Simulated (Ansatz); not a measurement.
# TiSi (model cell, started as zinc blende): following an unstable mode

Wanted: the energy along a soft mode of TiSi (model cell, started as zinc blende) and the structure at the end.

Program: Ansatz 0.2.0. Level of theory: DFT PBEsol, scalar-relativistic, plane waves, PAW. Values are calculated unless marked as measured.

The structure was built from a prototype and need not be the compound's stable phase.

## (1) The starting structure

It takes space group F-43m (No. 216, cubic). The conventional cell has a = 5.721 Å, b = 5.721 Å, c = 5.721 Å, α = 90.00°, β = 90.00°, γ = 90.00°. Ti has 4 Si at 2.48 Å nearest. Nearest to Si lie 4 Ti at 2.48 Å. Farther neighbours, and contacts between anions beyond the nearest, are not listed.

## (2) The dispersion

Stability and thermal properties need the whole zone. Linear response on a 4×4×4 q mesh gives force constants as far as a supercell of that size would.

input.yaml reads:

```yaml
crystal:
  lattice:
    - [0.0, 2.8603676107, 2.8603676107]
    - [2.8603676107, 0.0, 2.8603676107]
    - [2.8603676107, 2.8603676107, 0.0]
  atoms:
    - { symbol: Ti, position: [0.0, 0.0, 0.0] }
    - { symbol: Si, position: [0.25, 0.25, 0.25] }
kpoints:
  mp_grid: { grid: [12, 12, 12] }
hamiltonian:
  xc: pbesol
scf:
  occupations: { method: gaussian, width: 0.1 }
output:
  eigenvalues: true
phonons:
  method: dfpt
  qmesh: [4, 4, 4]
  temperatures: { t_max: 1000, t_step: 50 }
  qpath:
    path:
      - [[0.0, 0.0, 0.0], [-0.5, -0.5, 0.0], [-0.375, -0.375, 0.25]]
      - [[-0.375, 0.0, 0.375], [0.0, 0.0, 0.0], [0.0, 0.0, 0.5], [-0.5, -0.25, 0.25], [-0.5, -0.5, 0.0]]
    npoints: 10
```

Started as:

```sh
ansatz run input.yaml --threads 4 --pin off --max-ram 7168MiB --backend cpu --events-out ev --progress --plain --runs-dir out
```

The log of the run:

```text
Warning: phonons: the dynamical matrix that this run interpolates holds no multipole term above the dipole-dipole one, and a site of this crystal is no centre of inversion, so its interpolated transverse optical and acoustic branches and sound speeds can stay off near Gamma, and the density of states and the thermodynamics with them. What a run solves at a wave vector of phonons.qpoints, Gamma apart, where the deck admits one, is free of this, and under fd what a larger phonons.supercell samples
Engine: ansatz 0.2.0, aarch64-unknown-linux-gnu
Pseudopotentials: kind: paw
Pseudopotential: Ti, paw, valence charge 12, recommended cutoff 420 eV (normal), Ti.paw.azcp
Pseudopotential: Si, paw, valence charge 4, recommended cutoff 420 eV (normal), Si.paw.azcp
Functional definition: PBEsol
  exchange = pbesol_x
  correlation = pbesol_c
Crystal: 2 atoms, lattice volume = 46.805 Å³
Basis set: ecut = 420 eV, 941 PW (Γ), exchange–correlation on 60×60×60 points (8 copies of the dense FFT grid, shifted against one another)
Bands: 12, of which v1, the nominal top of the filled ones, is band 8 counted from 1 (7 counted from 0)
Symmetry: 24 space group operations
k-points: 72 of 1728 (time reversal used)
Non-local potential: Ti, projectors of the file, l = 0: 3, l = 1: 2, l = 2: 3, l = 3: 1
Non-local potential: Si, projectors of the file, l = 0: 2, l = 1: 2, l = 2: 2
PAW form: soft (Blöchl's): semilocal exchange-correlation on the pseudo side does not see the compensation charge
PAW frozen core: Ti, regenerated for the run's functional, and the local potential with it (the file was generated under x = pbe(κ = 0.804, μ = 0.219515), c = pbe(β = 0.066725))
PAW frozen core: Si, regenerated for the run's functional, and the local potential with it (the file was generated under x = pbe(κ = 0.804, μ = 0.219515), c = pbe(β = 0.066725))
PAW one-centre angular grid: Ti, 590 points (default); XC on 64 Gauss nodes
PAW one-centre angular grid: Si, 110 points (default); XC on 64 Gauss nodes
Initial density: superposition of atomic densities (neutral atoms: chi_scale 0, normalization atom), corrected by the library's trained network
Initial wavefunctions: pseudopotential atomic-orbital guess
Functional: x = pbesol(κ = 0.804, μ = 0.123457), c = pbesol(β = 0.046)
SCF iter   1: F=—  HF=-3094.043091 eV  |F-HF|=—  |Δ(HF+E_count)|=         —  Δρ=7.89e-3  dr2=3.64e-2  ethr=1.77e-3  ⟨swp⟩=5.1  Hψ=4801  notcnv=0
preconditioner: auto → Kerker (q_TF=auto, 2.281 Å⁻¹)  [metal: Δε(μ)=0.065 eV  Ē_g=4.432 eV  σ=0.100 eV  W_gap=0.35  n_scr=14 (ndim 8)  ℏωp=15.4 eV  f_vac=0.000  D(μ)=0.28/eV (n_scr^D=0)]
SCF iter   2: F=—  HF=-3094.039471 eV  |F-HF|=—  |Δ(HF+E_count)|=   3.62e-3  Δρ=3.23e-3  dr2=6.40e-3  ethr=2.27e-4  ⟨swp⟩=1.7  Hψ=1522  notcnv=0
SCF iter   3: F=—  HF=-3094.038898 eV  |F-HF|=—  |Δ(HF+E_count)|=   5.73e-4  Δρ=4.94e-4  dr2=1.51e-4  ethr=4.00e-5  ⟨swp⟩=2.0  Hψ=994  notcnv=0
SCF iter   4: F=—  HF=-3094.038921 eV  |F-HF|=—  |Δ(HF+E_count)|=   2.35e-5  Δρ=1.38e-4  dr2=1.63e-5  ethr=9.45e-7  ⟨swp⟩=2.1  Hψ=1141  notcnv=0
SCF iter   5: F=—  HF=-3094.038921 eV  |F-HF|=—  |Δ(HF+E_count)|=   1.06e-7  Δρ=3.64e-5  dr2=9.01e-7  ethr=1.02e-7  ⟨swp⟩=1.0  Hψ=864  notcnv=0
SCF iter   6: F=—  HF=-3094.038921 eV  |F-HF|=—  |Δ(HF+E_count)|=   2.34e-7  Δρ=8.37e-6  dr2=2.94e-8  ethr=5.63e-9  ⟨swp⟩=2.0  Hψ=1097  notcnv=0
SCF iter   7: F=—  HF=-3094.038921 eV  |F-HF|=—  |Δ(HF+E_count)|=   2.60e-8  Δρ=1.78e-6  dr2=2.01e-9  ethr=1.84e-10  ⟨swp⟩=2.5  Hψ=1129  notcnv=0
SCF iter   8: F=—  HF=-3094.038921 eV  |F-HF|=—  |Δ(HF+E_count)|=  2.52e-10  Δρ=3.18e-7  dr2=4.42e-11  ethr=1.26e-11  ⟨swp⟩=2.0  Hψ=1052  notcnv=0
SCF iter   9: F=-3094.038921 eV  HF=-3094.038921 eV  |F-HF|=4.55e-13  |Δ(HF+E_count)|=  9.09e-12  Δρ=6.17e-8  dr2=2.83e-12  ethr=1.00e-12  ⟨swp⟩=5.0  Hψ=3196  notcnv=0
SCF 1 converged in 9 iterations: F = -3094.038921 eV  dr2 = 2.83e-12
  greatest PAW one-centre occupation: 0.999 electrons in one spin orbital (limit 2), on the Ti atom at site 0 (counted from 0), in its partial waves of l = 0
Initial density: read from a saved state, or passed on in memory by an earlier SCF of this step, an earlier step, the calling program or the single point that the run made first
iter 1 solved again at ethr=7.74e-8 eV; its pass at ethr=3.10e-3 eV (dr2=1.24e-5 eV) is discarded
[...]
eigensolver tolerance schedule: the retry pair's looser diagonalisation over-reported the residual by 132152.35 of it (diagonalisation noise at an unbounded share of the residual, at the tolerance the schedule requests for it); recorded, not acted on — ethr = c·dr2/N_el stays at c = 1.0e-1
preconditioner: auto → Kerker (q_TF=auto, 2.281 Å⁻¹)  [metal: Δε(μ)=0.042 eV  Ē_g=4.370 eV  σ=0.100 eV  W_gap=0.24  n_scr=14 (ndim 8)  ℏωp=15.4 eV  f_vac=0.000  D(μ)=0.38/eV (n_scr^D=0)]
[...]
SCF 2 converged in 8 iterations: F = -3094.038921 eV  dr2 = 1.16e-14
k-points: 280 of 1728 (irreducible under 4 space group operations, time reversal used)
[...]
preconditioner: auto → none  [insulator: Δε(μ)=0.042 eV  Ē_g=4.370 eV  n_scr=14 (ndim 8)  ℏωp=15.4 eV  f_vac=0.000  ε∞_Penn≈13.3]
SCF iter   2: F=—  HF=-3094.038320 eV  |F-HF|=—  |Δ(HF+E_count)|=   4.40e-6  Δρ=2.67e-4  dr2=4.95e-5  ethr=1.56e-7  ⟨swp⟩=2.0  Hψ=4483  notcnv=0  defer=29
SCF iter   3: F=—  HF=-3094.038312 eV  |F-HF|=—  |Δ(HF+E_count)|=   8.09e-6  Δρ=3.81e-5  dr2=7.78e-7  ethr=1.56e-7  ⟨swp⟩=2.0  Hψ=4115  notcnv=0
SCF iter   4: F=—  HF=-3094.038311 eV  |F-HF|=—  |Δ(HF+E_count)|=   1.43e-6  Δρ=1.12e-5  dr2=4.48e-8  ethr=4.86e-9  ⟨swp⟩=2.5  Hψ=4961  notcnv=0
SCF iter   5: F=—  HF=-3094.038311 eV  |F-HF|=—  |Δ(HF+E_count)|=  9.82e-10  Δρ=3.14e-6  dr2=4.35e-9  ethr=2.80e-10  ⟨swp⟩=2.1  Hψ=4441  notcnv=0
SCF iter   6: F=—  HF=-3094.038311 eV  |F-HF|=—  |Δ(HF+E_count)|=   1.08e-9  Δρ=6.24e-7  dr2=1.11e-10  ethr=2.72e-11  ⟨swp⟩=2.3  Hψ=4524  notcnv=0
SCF iter   7: F=-3094.038311 eV  HF=-3094.038311 eV  |F-HF|=9.09e-13  |Δ(HF+E_count)|=  2.00e-11  Δρ=4.95e-8  dr2=7.96e-13  ethr=1.00e-12  ⟨swp⟩=3.0  Hψ=10702  notcnv=0
SCF 3 converged in 7 iterations: F = -3094.038311 eV  dr2 = 7.96e-13
NSCF: frozen V_eff on 280 k-points
NSCF: frozen V_eff on 72 k-points
DFPT response loops at Γ: preconditioner auto → none (the input reference at scf.mixing.eps_inf says where Resta's filter doesn't serve); β = 0.50; Broyden in place of MSR1
── the response to a field inside a basis, on 14×14×14 k-points: an SCF that follows is theirs, and a resumed run solves both again ──
Bands: 9, of which v1, the nominal top of the filled ones, is band 8 counted from 1 (7 counted from 0)
k-points: 280
[...]
SCF 1 converged in 4 iterations: F = -3094.037050 eV  dr2 = 1.09e-8
DFPT response loops at Γ: mixed as the last ones told, above
NSCF: frozen V_eff on 72 k-points
NSCF: frozen V_eff on 163 k-points
DFPT response loops at q = (0, 0, 0) (fractional): preconditioner auto → Kerker (q_TF=auto, 2.281 Å⁻¹) (partly filled bands, converged f_vac=0.000); β = 1.00, the filter's whole step (`scf.mixing.beta` (0.50) is not read by the response loops under this deck's `scf.mixing.preconditioner`; to damp them name `kerker` or `kerker_dos`, under which they read `scf.mixing.beta`, and type it under 1.00, their step now; both keys bind the ground state too); Broyden in place of MSR1
NSCF: frozen V_eff on 1872 k-points
DFPT response loops at q = (0, 0, 0.25) (fractional): mixed as the last ones told, above
NSCF: frozen V_eff on 952 k-points
DFPT response loops at q = (0, 0, -0.5) (fractional): mixed as the last ones told, above
NSCF: frozen V_eff on 1020 k-points
DFPT response loops at q = (0, 0.25, 0.25) (fractional): mixed as the last ones told, above
NSCF: frozen V_eff on 3456 k-points
DFPT response loops at q = (0, 0.25, -0.5) (fractional): mixed as the last ones told, above
NSCF: frozen V_eff on 1872 k-points
DFPT response loops at q = (0, 0.25, -0.25) (fractional): mixed as the last ones told, above
NSCF: frozen V_eff on 560 k-points
DFPT response loops at q = (0, -0.5, -0.5) (fractional): mixed as the last ones told, above
NSCF: frozen V_eff on 1020 k-points
DFPT response loops at q = (0.25, -0.5, -0.25) (fractional): mixed as the last ones told, above
SCF converged after 9 iterations
Free energy (F): -3094.038921 eV
Harris-Foulkes:  -3094.038921 eV  (|F-HF|=4.55e-13)
Internal energy: -3094.037008 eV  (E = F + TS)
E sigma→0 (E₀):  -3094.037964 eV
Entropy (-TS):   -0.001914 eV (-0.957 meV/atom)
Fermi energy:    6.169634 eV
--- Per-component energies (eV) ---
  E_band       = -232.901713
  E_kinetic    = 309.691414
  E_local      = -1259.224395  (includes V_loc(G=0)·N_el)
  E_nonlocal   = 37.674231
  E_hartree    = 508.870738
  E_xc         = -149.542832
  E_vxc        = -165.791299  (∫ρ·V_xc dr)
  E_paw        = -1521.543382  (= ΣΔE_a)
  E_vpaw       = -172.993230  (= ΣTr[D̂ρ^β])
  E_aug_tail   = 0.000111  (compensation charges beyond the density's cutoff)
  E_ewald      = -1020.133837
  E_core_change = 0.170945  (= ΣΔE_core)
  E_smearing   = -0.001914  (= −TS)
  E_closure    = -0.000000  (closes the sum)
  Σ components = -3094.038921   (vs F -3094.038921, Δ=0.00e0)
--- Band table (eV; the first three rows and the last of 72) ---
  k-point 0: bands = [... 4 lower, -1.8644, 5.1551, 5.1551, 5.1551, 7.1996, 7.1996, 11.9191, 12.5176]
  k-point 1: bands = [... 4 lower, -1.7864, 5.0523, 5.1834, 5.1834, 7.1811, 7.1811, 11.5255, 12.3340]
  k-point 2: bands = [... 4 lower, -1.5610, 4.7773, 5.2557, 5.2557, 7.1496, 7.1496, 10.4716, 11.9346]
  k-point 71: bands = [... 4 lower, 0.2583, 4.2134, 4.8155, 5.9000, 6.3164, 7.2145, 7.7928, 8.4057]
--- Phonons (Γ-DFPT): 2 representative perturbations + reference (Σ response iterations 6) ---
  ASR residual: 1.056e-5 → 0.000e0 eV/Å²; symmetrization residual: 4.814e-6 eV/Å²
  ASR residual per site (eV/Å²): 1.06e-5 7.04e-6
  Γ frequencies (cm⁻¹): 0.00 0.00 0.00 324.10 324.10 324.10
  Unit cell's response to a homogeneous field: 3 representative field directions (Σ response iterations 15)
  ε∞ (high-frequency dielectric tensor):
       89.398913    -0.000000    -0.000000
       -0.000000    89.398913    -0.000000
       -0.000000    -0.000000    89.398913
  ε⁰ (static dielectric tensor): not given — the deck does not say what the cell's rigid motions are, and on a molecule in a box or a wire the rigid rotations would enter the sum over the modes at Γ. For a crystal or a slab, whose only rigid motions are the translations, set phonons.rigid_motions: translations.
  Born effective charges Z* (e; rows j = field, columns β = displacement):
    site 0:
         6.18513    0.00000    0.00000
        -0.00000    6.18513    0.00000
         0.00000    0.00000    6.18513
    site 1:
        -6.18513   -0.00000   -0.00000
         0.00000   -6.18513   -0.00000
        -0.00000   -0.00000   -6.18513
  Z* charge neutrality: 3.242e-4 e pre-enforcement
  solved inside a basis spanned on the 12×12×12 k-mesh, on 14×14×14 k-points transformed towards the longest dipole: ε∞ is read to err by 3.6e-1, Z* by 3.3e-2 e; Z* is corrected for what the basis lacks
  optical modes at Γ without the LO–TO term, one row a degenerate level:
      ω (cm⁻¹)  modes    IR ((D/Å)²/amu)
        324.10      3           149.5925
  optical modes at Γ + LO–TO along q̂ = [1.0000, 0.0000, 0.0000]:
      ω (cm⁻¹)  modes    IR ((D/Å)²/amu)
        324.10      2            99.7283
        361.19      1            49.8642
  optical modes at Γ + LO–TO along q̂ = [0.0000, 1.0000, 0.0000]:
      ω (cm⁻¹)  modes    IR ((D/Å)²/amu)
        324.10      2            99.7283
        361.19      1            49.8642
  optical modes at Γ + LO–TO along q̂ = [0.0000, 0.0000, 1.0000]:
      ω (cm⁻¹)  modes    IR ((D/Å)²/amu)
        324.10      2            99.7283
        361.19      1            49.8642
--- Phonons (arbitrary-q DFPT): 8 irreducible q on the 4×4×4 mesh ---
  q = [0.0000, 0.0000, 0.0000] (star 1, of the zone-centre solve; hermiticity 1.41e-6, symmetrization 1.07e-12): -0.00 -0.00 0.00 324.10 324.10 324.10
  q = [0.0000, 0.0000, 0.2500] (star 8, 2 solved perturbations on 936 of 1728 k-point pairs; hermiticity 6.48e-7, symmetrization 4.38e-13): -49.05 -49.05 100.15 331.38 331.38 358.36
  q = [0.0000, 0.0000, -0.5000] (star 4, 2 solved perturbations on 476 of 1728 k-point pairs; hermiticity 7.91e-7, symmetrization 2.58e-13): -60.74 -60.74 149.65 334.83 335.76 335.76
  q = [0.0000, 0.2500, 0.2500] (star 6, 4 solved perturbations in 1608 linear systems a pass and spin channel, the states on 510 of 1728 k-point pairs; hermiticity 6.69e-7, symmetrization 3.87e-13): -69.10 -69.10 121.60 323.86 323.86 353.88
  q = [0.0000, 0.2500, -0.5000] (star 24, 4 solved perturbations in 5328 linear systems a pass and spin channel, the states on 1728 of 1728 k-point pairs; hermiticity 4.10e-7, symmetrization 2.23e-13): -94.26 -75.77 187.98 316.83 321.42 324.55
  q = [0.0000, 0.2500, -0.2500] (star 12, 4 solved perturbations in 2892 linear systems a pass and spin channel, the states on 936 of 1728 k-point pairs; hermiticity 8.06e-7, symmetrization 4.46e-13): -86.94 -64.64 168.57 318.06 331.02 334.79
  q = [0.0000, -0.5000, -0.5000] (star 3, 4 solved perturbations in 886 linear systems a pass and spin channel, the states on 280 of 1728 k-point pairs; hermiticity 2.92e-7, symmetrization 1.10e-13): -89.82 -89.82 215.19 287.12 311.04 311.04
  q = [0.2500, -0.5000, -0.2500] (star 6, 4 solved perturbations in 1544 linear systems a pass and spin channel, the states on 510 of 1728 k-point pairs; hermiticity 5.13e-7, symmetrization 5.23e-13): -100.96 -95.54 217.02 301.61 303.69 317.34
  sum rule: each row above includes the acoustic sum rule's correction from the zone centre's row sums; it moved no ω² by more than (0.26 cm⁻¹)²
  mesh force constants: q→R imaginary residual 2.97e-18; ASR residual 1.056e-5 → 0.000e0 eV/Å²; symmetrization residual 4.441e-15 eV/Å²
  interpolated dispersion: 63 rows × 6 modes
  density of states and harmonic sums: on the 20×20×20 q-mesh, interpolated from the force constants of a 4×4×4 supercell (with the dipole–dipole term)
  largest difference from the sums on the solved wave vectors: F 4.11e-3 eV, S 5.45e-6 and C_V 1.35e-6 eV/K
  zero-point energy: 0.070730 eV/cell   skipped modes (ω ≤ 0): 513, of them read as no rigid motion or as one in doubt: 510 (2.000e0 modes/cell left out, lowest -106.14 cm⁻¹)   left out of the sums: 3.33e-1 of the cell's modes: C_V's classical limit lies that fraction below 3 k_B per atom; for a crystal, a wire or a layer, F and S can be off by more, and a phonons.interpolated_qmesh denser along its periods is the remedy for the sampling
```

It took 3 min on 4 threads of Arm Neoverse V2, shared host; peak memory 2.3 GiB.

The column dr2 measures how far the density is from self-consistency, as an energy; F and HF (Harris–Foulkes) agree once it is small.

Numbers from this step:

```
volume per atom                                         : 23.40 Å³
gap on the k-mesh                                       : 0.04239 eV
sum-rule residual before enforcement                    : 1.06e-5 eV/Å²
lowest frequency on the path                            : -105.7 cm⁻¹
point group                                             : -43m
highest frequency on path, mesh or solved points        : 363.6 cm⁻¹
highest optical mode at the zone centre (no LO-TO term) : 324.1 cm⁻¹
lowest optical zone-centre mode                         : 324.1 cm⁻¹
lowest mode on the q mesh (acoustic modes at Γ apart)   : -101.0 cm⁻¹
```

Frequencies (cm⁻¹) solved at each irreducible wavevector; negative means imaginary. Frequencies by wavevector, by row:

```tsv
q in reciprocal lattice units	star	mode 1	mode 2	mode 3	mode 4	mode 5	mode 6
0 0 0	1	0	0	0	324.1	324.1	324.1
0 0 0.25	8	-49	-49	100.2	331.4	331.4	358.4
0 0 -0.5	4	-60.7	-60.7	149.7	334.8	335.8	335.8
0 0.25 0.25	6	-69.1	-69.1	121.6	323.9	323.9	353.9
0 0.25 -0.5	24	-94.3	-75.8	188	316.8	321.4	324.6
0 0.25 -0.25	12	-86.9	-64.6	168.6	318.1	331	334.8
0 -0.5 -0.5	3	-89.8	-89.8	215.2	287.1	311	311
0.25 -0.5 -0.25	6	-101	-95.5	217	301.6	303.7	317.3
```

Interpolated from a 4×4×4 q mesh, with the LO-TO term (at Γ the limit along the path). Phonon branches along the path, in cm⁻¹:

```tsv
point	branch 1	branch 2	branch 3	branch 4	branch 5	branch 6
Γ	0	0	0	324	324	361
halfway	-69	-69	122	324	324	354
X	-90	-90	215	287	311	311
halfway	-96	-88	215	291	310	314
U	-105	-82	211	303	308	320
jump to K	-105	-82	211	303	308	320
halfway	-65	-56	127	326	332	351
Γ	0	0	0	324	324	361
halfway	-49	-49	100	331	331	358
L	-61	-61	150	335	336	336
halfway	-95	-73	188	316	324	329
W	-101	-96	217	302	304	317
halfway	-96	-93	216	294	308	315
X	-90	-90	215	287	311	311
```

The phonon branches as a text plot (rows in cm⁻¹):

```
    354 |*******                ***************
    334 | ***** **         ***********  ****************
    315 |*     *****************      **             ************
    295 |           *******                              ********
    276 |
    256 |
    236 |
    217 |           *******                              ********
    197 |         **       **                          **
    178 |        *           **                      **
    158 |                      *                 ****
    139 |       *                             ***
    119 |      *                *            *
    100 |    **                  *          *
     80 |   *                     **       *
     60 |                                 *
     41 |  *                        *    *
     21 | *                          *  *
      2 |*                            **
    -18 | *                          *  **
    -37 |  *                      ***     **
    -57 |   ***              *****          *********
    -76 |      *****     ****  *                   ******
    -96 |           ***********                      ************
         Γ           X  U|K            Γ         L        W     X
```

Symmetry leaves 8 wavevectors to solve. The lowest mode among them, the acoustic zeros apart, lies at q = (0.25, -0.5, -0.25) and is imaginary, 101.0i cm⁻¹, so the energy falls along it. Between them the interpolated path dips to 106i cm⁻¹.

(Part 1 of 3 ends here.)

[Long decimals in the printed logs are rounded to 6 places.]

[Logs are printed without paths, hosts, clocks, repeated set-up lines and the standing remarks that a program may print on its own settings, such as how far it seeks lower states.]

[Hosts, paths, dates, database ids (printed as entryN), source tags and the programs' standing remarks are cut or masked in the printed files.]

[Where the starting crystal was built by hand or by swapping elements, it need not be the compound's stable phase.]
